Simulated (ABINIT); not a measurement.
# How the form of the self-energy moves the gap of Li2H6Pt (Fm-3m)

How much does the gap of Li2H6Pt (Fm-3m) depend on the approximation to the self-energy?

Method: LDA and many-body steps on it, plane waves, in ABINIT 10.8.3.

### Step 1. The starting structure

The structure is cubic, space group Fm-3m (No. 225). The conventional cell has a = 6.650 Å, b = 6.650 Å, c = 6.650 Å, α = 90.00°, β = 90.00°, γ = 90.00°. Li has 12 H at 2.35 Å nearest. Nearest to H lie 1 Pt at 1.63 Å. Nearest to Pt lie 6 H at 1.63 Å. Farther neighbours are not listed.

The cell and positions are those that the Materials Project relaxed with its own functionals (PBE, PBE+U or r2SCAN), kept fixed. Spin-orbit coupling is left out unless a step names it.

### Step 2. Empty states on the mesh, 4×4×4 mesh, 76 bands

This step: ABINIT 10.8.3; DFT, LDA, plane waves, norm-conserving pseudopotentials.

The sums over transitions need many empty states on a uniform mesh; this step solves for them.

run.abi reads:

```
acell 3*1.0 Angstrom
rprim 
  0.000000000000 3.324927160000 3.324927160000
  3.324927160000 0.000000000000 3.324927160000
  3.324927160000 3.324927160000 0.000000000000
ntypat 3
znucl 3 1 78
natom 9
typat 1 1 2 2 2 2 2 2 3
xred 
  0.750000000000 0.750000000000 0.750000000000
  0.250000000000 0.250000000000 0.250000000000
  0.754787880000 0.754787880000 0.245212120000
  0.245212120000 0.754787880000 0.245212120000
  0.754787880000 0.245212120000 0.245212120000
  0.245212120000 0.245212120000 0.754787880000
  0.754787880000 0.245212120000 0.754787880000
  0.245212120000 0.754787880000 0.754787880000
  0.000000000000 0.000000000000 0.000000000000
pp_dirpath "pseudos"
pseudos "Li.upf, H.upf, Pt.upf"
ecut 34
ngkpt 4 4 4
nshiftk 1
shiftk 0 0 0
kptopt 1
chksymbreak 0
iscf -2
irdden 1
istwfk *1
nband 76
nbdbuf 6
tolwfr 1e-09
nstep 60
prtvol 0
indata_prefix "in"
outdata_prefix "out"
tmpdata_prefix "tmp"
```

Launch:

```
OMP_NUM_THREADS=1 mpirun -n 4 abinit run.abi > log
```

Numbers of over 12 decimals in the logs are rounded to 6 here.

The log of the run:

```text
.Version 10.8.3 of ABINIT. v10.8.2 released Aug 2026.

 Symmetries : space group Fm -3 m (#225); Bravais cF (face-center cubic)
[... echo of the input left out ...]
== DATASET  1 ==================================================================
-   mpi_nproc: 4, omp_nthreads: 1 (-1 if OMP is not activated)

--- !DatasetInfo
iteration_state: {dtset: 1, }
dimensions: {natom: 9, nkpt: 8, mband: 76, nsppol: 1, nspinor: 1, nspden: 1, mpw: 4723, }
cutoff_energies: {ecut:  34.0, pawecutdg:  -1.0, }
[...]
1.32041    1.32041    1.32041    1.37483    1.37483    1.38264    1.38264    1.38264
   1.48013    1.48429    1.48429    1.48429    1.54656    1.61707    1.74976    1.74976
   1.74976    1.85126    1.85216    1.86913
 prteigrs : prtvol=0 or 1, do not print more k-points.

== END DATASET(S) ==============================================================
================================================================================

 -outvars: echo values of variables after computation  --------
            nband          76
             nkpt           8
          spgroup         225
 [... the other variables as echoed above ...]

 Calculation completed.
```

Elapsed: 23 s, on 4 MPI ranks of Intel Xeon Platinum 8375C at 2.90GHz (Ice Lake), shared host; peak memory 0.36 GiB; 91 s of CPU time.

This step gave:

- gap: 2.758 eV
- k of the valence top: -0.25, 0.25, 0
- k of the conduction bottom: 0.5, 0.5, 0
- least direct gap: 4.335 eV
- k points computed: 8
- lowest point of the top converged band, above the valence top: 42.59 eV

On this mesh the gap is 2.758 eV.

The density comes from a self-consistent run that is not shown.

### Step 3. Screening, 4×4×4 mesh, 70 bands, screening to 122.5 eV

The RPA dielectric matrix is built and inverted for each q.

This step: RPA screening on LDA, plane waves, norm-conserving pseudopotentials.

Edit run.abi of step 2 so:

```diff
@@ -27,10 +27,11 @@
 chksymbreak 0
-iscf -2
-irdden 1
 istwfk *1
-nband 76
-nbdbuf 6
-tolwfr 1e-09
-nstep 60
-prtvol 0
+occopt 1
+irdwfk 1
+optdriver 3
+nband 70
+ecuteps 4.5
+inclvkb 2
+awtr 1
+symchi 1
 indata_prefix "in"
```

The log of the run:

```text
.Version 10.8.3 of ABINIT. v10.8.2 released Aug 2026.

 Symmetries : space group Fm -3 m (#225); Bravais cF (face-center cubic)
[... echo of the input left out ...]
== DATASET  1 ==================================================================
-   mpi_nproc: 4, omp_nthreads: 1 (-1 if OMP is not activated)

--- !DatasetInfo
iteration_state: {dtset: 1, }
dimensions: {natom: 9, nkpt: 8, mband: 70, nsppol: 1, nspinor: 1, nspden: 1, mpw: 4723, }
cutoff_energies: {ecut:  34.0, pawecutdg:  -1.0, }
electrons: {nelect:   3.00000000E+01, charge:   0.00000000E+00, occopt:   1.00000000E+00, tsmear:   1.00000000E-02, }

 SCREENING: Calculation of the susceptibility and dielectric matrices

 Based on a program developped by R.W. Godby, V. Olevano, G. Onida, and L. Reining.
 Incorporated in ABINIT by V. Olevano, G.-M. Rignanese, and M. Torrent.
.Using double precision arithmetic ; gwpc =  8

[... cell and pseudopotentials left out ...]
--------------------------------------------------------------------------------

 ==== K-mesh for the wavefunctions ====
 Number of points in the irreducible wedge :     8
[... list of points left out ...]
 Together with 48 symmetry operations and time-reversal symmetry
 yields    64 points in the full Brillouin Zone.

 ==== Q-mesh for the screening function ====
 Number of points in the irreducible wedge :     8
[... list of points left out ...]
 Together with 48 symmetry operations and time-reversal symmetry
 yields    64 points in the full Brillouin Zone.

 setmesh: FFT mesh size selected  =    32x   32x   32
          total number of points  =        32768

 vcoul_init : cutoff-mode = AUXILIARY_FUNCTION
 q-points for optical limit:   1
     1)      0.000010    0.000020    0.000030

- screening: taking advantage of time-reversal symmetry
- Maximum band index for partially occupied states nbvw = 15
- Remaining bands to be divided among processors   nbcw = 55
- Number of bands treated by each node ~13

 Number of electrons calculated from density =   30.0000; Expected =   30.0000
 average of density, n =  0.060471
 r_s =    1.5805
 omega_plasma =   23.7208 [eV]

 calculating chi0 at frequencies [eV] :
  1    0.000000E+00    0.000000E+00
  2    0.000000E+00    2.372082E+01

--------------------------------------------------------------------------------
  q-point number  1        q = ( 0.000000, 0.000000, 0.000000) [r.l.u.]
--------------------------------------------------------------------------------
[... chi0 elements left out ...]
 For q-point:  0.000010 0.000020 0.000030
  dielectric constant =   4.2183
  dielectric constant without local fields =   5.1630

  Average fulfillment of the sum rule on Im[epsilon] for q-point    1 :     55.39  [%]
[... wings left out ...]
  q-point number  2        q = ( 0.250000, 0.000000, 0.000000) [r.l.u.]
--------------------------------------------------------------------------------
[... chi0 elements left out ...]
  Average fulfillment of the sum rule on Im[epsilon] for q-point    2 :     71.32  [%]

 [... 6 further q-points ...]
```

The job ended after 25 s (4 MPI ranks; peak memory 1.1 GiB; 98 s of CPU time).

Numbers from this step:

```
ε∞ with local fields, on this mesh, along the program's q direction : 4.218
the same without local fields                                       : 5.163
plasma frequency                                                    : 23.72 eV
plane waves in the screening matrix                                 : 259
```

Local fields lower ε∞ by 18 %.

### Step 4. G0W0, Godby-Needs plasmon pole

The self-energy is evaluated for the states that the input lists, and the levels follow from it, in one-shot runs by the linearised quasiparticle equation.

This step: G0W0 on LDA, plane waves, norm-conserving pseudopotentials.

Edit run.abi of step 3 so:

```diff
@@ -30,8 +30,19 @@
 irdwfk 1
-optdriver 3
+optdriver 4
 nband 70
+gwcalctyp 0
+ecutsigx 34
+symsigma 1
+nkptgw 3
+kptgw 
+  -0.2500000000 0.2500000000 0.0000000000
+  0.5000000000 0.5000000000 0.0000000000
+  0.0000000000 0.0000000000 0.0000000000
+bdgw 
+  14 17
+  14 17
+  13 19
 ecuteps 4.5
-inclvkb 2
-awtr 1
-symchi 1
+irdscr 1
+ppmodel 1
 indata_prefix "in"
```

The log of the run:

```text
.Version 10.8.3 of ABINIT. v10.8.2 released Aug 2026.

 Symmetries : space group Fm -3 m (#225); Bravais cF (face-center cubic)
[... echo of the input left out ...]
== DATASET  1 ==================================================================
-   mpi_nproc: 4, omp_nthreads: 1 (-1 if OMP is not activated)

--- !DatasetInfo
iteration_state: {dtset: 1, }
dimensions: {natom: 9, nkpt: 8, mband: 70, nsppol: 1, nspinor: 1, nspden: 1, mpw: 4723, }
cutoff_energies: {ecut:  34.0, pawecutdg:  -1.0, }
electrons: {nelect:   3.00000000E+01, charge:   0.00000000E+00, occopt:   1.00000000E+00, tsmear:   1.00000000E-02, }

 SIGMA: Calculation of the GW corrections

 Based on a program developped by R.W. Godby, V. Olevano, G. Onida, and L. Reining.
 Incorporated in ABINIT by V. Olevano, G.-M. Rignanese, and M. Torrent.
.Using double precision arithmetic ; gwpc =  8

[... cell and pseudopotentials left out ...]
--------------------------------------------------------------------------------

 ==== K-mesh for the wavefunctions ====
 Number of points in the irreducible wedge :     8
[... list of points left out ...]
 Together with 48 symmetry operations and time-reversal symmetry
 yields    64 points in the full Brillouin Zone.

 ==== Q-mesh for screening function ====
 Number of points in the irreducible wedge :     8
[... list of points left out ...]
 Together with 48 symmetry operations and time-reversal symmetry
 yields    64 points in the full Brillouin Zone.

 vcoul_init : cutoff-mode = AUXILIARY_FUNCTION
 q-points for optical limit:   1
     1)      0.000010    0.000020    0.000030
 setmesh: FFT mesh size selected  =    48x   48x   48
          total number of points  =       110592

 Number of electrons calculated from density =   30.0000; Expected =   30.0000
 average of density, n =  0.060471
 r_s =    1.5805
 omega_plasma =   23.7208 [eV]

 === KS Band Gaps ===
  >>>> For spin  1
   Minimum direct gap =   4.3344 [eV], located at k-point      :   0.5000  0.5000  0.0000
   Fundamental gap    =   2.7574 [eV], Top of valence bands at :  -0.2500  0.2500  0.0000
                                       Bottom of conduction at :   0.5000  0.5000  0.0000
 SIGMA fundamental parameters:
 PLASMON POLE MODEL  1
 number of plane-waves for SigmaX                 4693
 number of plane-waves for SigmaC and W            259
 number of plane-waves for wavefunctions          4693
 number of bands                                    70
 number of independent spin polarizations            1
 number of spinorial components                      1
 number of k-points in IBZ                           8
 number of q-points in IBZ                           8
 number of symmetry operations                      48
 number of k-points in BZ                           64
 number of q-points in BZ                           64
 number of frequencies for dSigma/dE                 9
 frequency step for dSigma/dE [eV]                0.25
 number of omega for Sigma on real axis              0
 max omega for Sigma on real axis  [eV]           0.00
 zcut for avoiding poles [eV]                     0.10

 EPSILON^-1 parameters (SCR file):
 dimension of the eps^-1 matrix on file            259
 dimension of the eps^-1 matrix used               259
 number of plane-waves for wavefunctions          4693
 number of bands                                    70
 number of q-points in IBZ                           8
 number of frequencies                               2
 number of real frequencies                          1
 number of imag frequencies                          1

 matrix elements of self-energy operator (all in [eV])

 Perturbative Calculation

--- !SelfEnergy_ee
iteration_state: {dtset: 1, }
kpoint     : [  -0.250,    0.250,    0.000, ]
spin       : 1
KS_gap     :    5.309
QP_gap     :    7.322
Delta_QP_KS:    2.014
data: !SigmaeeData |
     Band     E0 <VxcDFT>   SigX SigC(E0)      Z dSigC/dE  Sig(E)    E-E0       E
       14   0.295 -14.786 -18.648   3.018   0.799  -0.251 -15.461  -0.675  -0.380
       15   1.410 -12.321 -15.301   2.020   0.811  -0.232 -13.100  -0.779   0.632
       16   6.719 -12.843  -8.443  -2.900   0.824  -0.214 -11.608   1.235   7.954
       17   6.814 -13.436  -8.908  -2.912   0.820  -0.220 -12.111   1.324   8.138

--- !SelfEnergy_ee
iteration_state: {dtset: 1, }
kpoint     : [   0.500,    0.500,    0.000, ]
spin       : 1
KS_gap     :    4.334
QP_gap     :    6.510
Delta_QP_KS:    2.175
data: !SigmaeeData |
     Band     E0 <VxcDFT>   SigX SigC(E0)      Z dSigC/dE  Sig(E)    E-E0       E
       14  -0.167 -11.272 -14.761   2.336   0.804  -0.243 -12.200  -0.928  -1.095
       15  -0.167 -11.272 -14.761   2.336   0.804  -0.243 -12.200  -0.928  -1.095
[...]
--- !SelfEnergy_ee
iteration_state: {dtset: 1, }
kpoint     : [   0.000,    0.000,    0.000, ]
spin       : 1
KS_gap     :    6.656
QP_gap     :    8.778
Delta_QP_KS:    2.122
data: !SigmaeeData |
     Band     E0 <VxcDFT>   SigX SigC(E0)      Z dSigC/dE  Sig(E)    E-E0       E
[...]
17   8.657 -10.863  -6.051  -3.281   0.834  -0.199  -9.587   1.276   9.933
       18   8.657 -10.863  -6.051  -3.281   0.834  -0.199  -9.587   1.276   9.933
       19   8.657 -10.863  -6.051  -3.281   0.834  -0.199  -9.587   1.276   9.933

== END DATASET(S) ==============================================================
================================================================================

 -outvars: echo values of variables after computation  --------
           etotal      0.0000000000E+00
            nband          70
             nkpt           8
          spgroup         225
 [... the other variables as echoed above ...]

 Calculation completed.
```

Run time: 15 s. Hardware: 4 MPI ranks; peak memory 1 GiB.

Numbers from this step:

```yaml
g0w0_gap_on_the_points_computed: 4.783 eV
starting_gap_on_the_mesh: 2.758 eV
k_of_the_valence_top: -0.25, 0.25, 0
k_of_the_conduction_bottom: 0.5, 0.5, 0
z_at_the_valence_top: 0.811
z_at_the_conduction_bottom: 0.827
least_direct_g0w0_gap_on_the_computed_points: 6.51 eV
```

The gap on the mesh goes from 2.76 eV to 4.78 eV, a correction of +2.03 eV.

### Step 5. G0W0, Hybertsen-Louie plasmon pole

Edit run.abi of step 4 so:

```diff
@@ -46,3 +46,3 @@
 irdscr 1
-ppmodel 1
+ppmodel 2
 indata_prefix "in"
```

The log of the run:

```text
.Version 10.8.3 of ABINIT. v10.8.2 released Aug 2026.

 Symmetries : space group Fm -3 m (#225); Bravais cF (face-center cubic)
[... echo of the input left out ...]
== DATASET  1 ==================================================================
-   mpi_nproc: 4, omp_nthreads: 1 (-1 if OMP is not activated)

--- !DatasetInfo
iteration_state: {dtset: 1, }
dimensions: {natom: 9, nkpt: 8, mband: 70, nsppol: 1, nspinor: 1, nspden: 1, mpw: 4723, }
cutoff_energies: {ecut:  34.0, pawecutdg:  -1.0, }
electrons: {nelect:   3.00000000E+01, charge:   0.00000000E+00, occopt:   1.00000000E+00, tsmear:   1.00000000E-02, }

 SIGMA: Calculation of the GW corrections

 Based on a program developped by R.W. Godby, V. Olevano, G. Onida, and L. Reining.
 Incorporated in ABINIT by V. Olevano, G.-M. Rignanese, and M. Torrent.
.Using double precision arithmetic ; gwpc =  8

[... cell and pseudopotentials left out ...]
--------------------------------------------------------------------------------

 ==== K-mesh for the wavefunctions ====
 Number of points in the irreducible wedge :     8
[... list of points left out ...]
 Together with 48 symmetry operations and time-reversal symmetry
 yields    64 points in the full Brillouin Zone.

 ==== Q-mesh for screening function ====
 Number of points in the irreducible wedge :     8
[... list of points left out ...]
 Together with 48 symmetry operations and time-reversal symmetry
 yields    64 points in the full Brillouin Zone.

 vcoul_init : cutoff-mode = AUXILIARY_FUNCTION
 q-points for optical limit:   1
     1)      0.000010    0.000020    0.000030
 setmesh: FFT mesh size selected  =    48x   48x   48
          total number of points  =       110592

 Number of electrons calculated from density =   30.0000; Expected =   30.0000
[...]
number of plane-waves for wavefunctions          4693
 number of bands                                    70
 number of q-points in IBZ                           8
 number of frequencies                               2
 number of real frequencies                          1
 number of imag frequencies                          1

 matrix elements of self-energy operator (all in [eV])

 Perturbative Calculation

--- !SelfEnergy_ee
iteration_state: {dtset: 1, }
kpoint     : [  -0.250,    0.250,    0.000, ]
spin       : 1
KS_gap     :    5.309
QP_gap     :    7.496
Delta_QP_KS:    2.187
data: !SigmaeeData |
     Band     E0 <VxcDFT>   SigX SigC(E0)      Z dSigC/dE  Sig(E)    E-E0       E
       14   0.295 -14.786 -18.648   2.821   0.854  -0.170 -15.676  -0.890  -0.595
       15   1.410 -12.321 -15.301   1.838   0.862  -0.161 -13.305  -0.984   0.426
       16   6.719 -12.843  -8.443  -3.013   0.868  -0.152 -11.640   1.203   7.922
[...]
--- !SelfEnergy_ee
iteration_state: {dtset: 1, }
kpoint     : [   0.500,    0.500,    0.000, ]
spin       : 1
KS_gap     :    4.334
QP_gap     :    6.717
Delta_QP_KS:    2.383
data: !SigmaeeData |
     Band     E0 <VxcDFT>   SigX SigC(E0)      Z dSigC/dE  Sig(E)    E-E0       E
[...]
--- !SelfEnergy_ee
iteration_state: {dtset: 1, }
kpoint     : [   0.000,    0.000,    0.000, ]
spin       : 1
KS_gap     :    6.656
QP_gap     :    8.765
Delta_QP_KS:    2.109
data: !SigmaeeData |
     Band     E0 <VxcDFT>   SigX SigC(E0)      Z dSigC/dE  Sig(E)    E-E0       E
[...]
18   8.657 -10.863  -6.051  -3.463   0.873  -0.145  -9.686   1.177   9.834
       19   8.657 -10.863  -6.051  -3.463   0.873  -0.145  -9.686   1.177   9.834

== END DATASET(S) ==============================================================
================================================================================

 -outvars: echo values of variables after computation  --------
           etotal      0.0000000000E+00
            nband          70
             nkpt           8
          spgroup         225
 [... the other variables as echoed above ...]

 Calculation completed.
```

The job ended after 16 s (4 MPI ranks; peak memory 1 GiB; 62 s of CPU time).

Numbers from this step:

* G0W0 gap on the points computed: 4.908 eV
* starting gap on the mesh: 2.758 eV
* k of the valence top: -0.25, 0.25, 0
* k of the conduction bottom: 0.5, 0.5, 0
* Z at the valence top: 0.862
* Z at the conduction bottom: 0.868
* least direct G0W0 gap on the computed points: 6.717 eV

Against G0W0 in ABINIT (4×4×4 mesh, 70 bands, screening to 122.5 eV, Godby-Needs plasmon pole), the gap moves by +0.125 eV.

### Step 6. G0W0, von der Linden-Horsch plasmon pole

Edit run.abi of step 5 so:

```diff
@@ -46,3 +46,3 @@
 irdscr 1
-ppmodel 2
+ppmodel 3
 indata_prefix "in"
```

The log of the run:

```text
.Version 10.8.3 of ABINIT. v10.8.2 released Aug 2026.

 Symmetries : space group Fm -3 m (#225); Bravais cF (face-center cubic)
[... echo of the input left out ...]
== DATASET  1 ==================================================================
-   mpi_nproc: 4, omp_nthreads: 1 (-1 if OMP is not activated)

--- !DatasetInfo
iteration_state: {dtset: 1, }
dimensions: {natom: 9, nkpt: 8, mband: 70, nsppol: 1, nspinor: 1, nspden: 1, mpw: 4723, }
cutoff_energies: {ecut:  34.0, pawecutdg:  -1.0, }
[...]
Band     E0 <VxcDFT>   SigX SigC(E0)      Z dSigC/dE  Sig(E)    E-E0       E
[...]
18   8.657 -10.863  -6.051  -3.482   0.893  -0.119  -9.675   1.188   9.844
       19   8.657 -10.863  -6.051  -3.482   0.893  -0.119  -9.675   1.188   9.844

== END DATASET(S) ==============================================================
================================================================================

 -outvars: echo values of variables after computation  --------
           etotal      0.0000000000E+00
            nband          70
             nkpt           8
          spgroup         225
 [... the other variables as echoed above ...]

 Calculation completed.
```

Elapsed: 11 s, on 4 MPI ranks; peak memory 0.97 GiB; 44 s of CPU time.

Numbers from this step:

| Property | Result |
| --- | --- |
| G0W0 gap on the points computed | 5.008 eV |
| starting gap on the mesh | 2.758 eV |
| k of the valence top | -0.25, 0.25, 0 |
| k of the conduction bottom | 0.5, 0.5, 0 |
| least direct G0W0 gap on the computed points | 6.832 eV |

Against G0W0 in ABINIT (4×4×4 mesh, 70 bands, screening to 122.5 eV, Godby-Needs plasmon pole), the gap moves by +0.225 eV.

(Continued in part 2 of 2.)

[Paths, hosts, dates, memory and timing lines, banners, echoed tables and standing remarks are left out of the program output.]

[Logs are printed without paths, hosts, clocks, repeated set-up lines and the standing remarks that a program may print on its own settings, such as how far it seeks lower states.]

[Runs of the session that timed out or met a known fault of the program may be left out.]

[No measured gap is set beside runs whose start may be inverted or whose files or cutoffs have a known fault.]

[Hosts, paths, dates, database ids (printed as entryN), source tags and the programs' standing remarks are cut or masked in the printed files.]

[G0W0 gaps are taken among the corrected bands and points alone; a level outside them can change the order at an edge.]

[Where Ansatz stands beside ABINIT at settings called matched, ABINIT's density can come from a denser mesh and the files from another edition; pairs whose starting gaps differed by over 0.03 eV were left out, so agreement reads better than it is.]
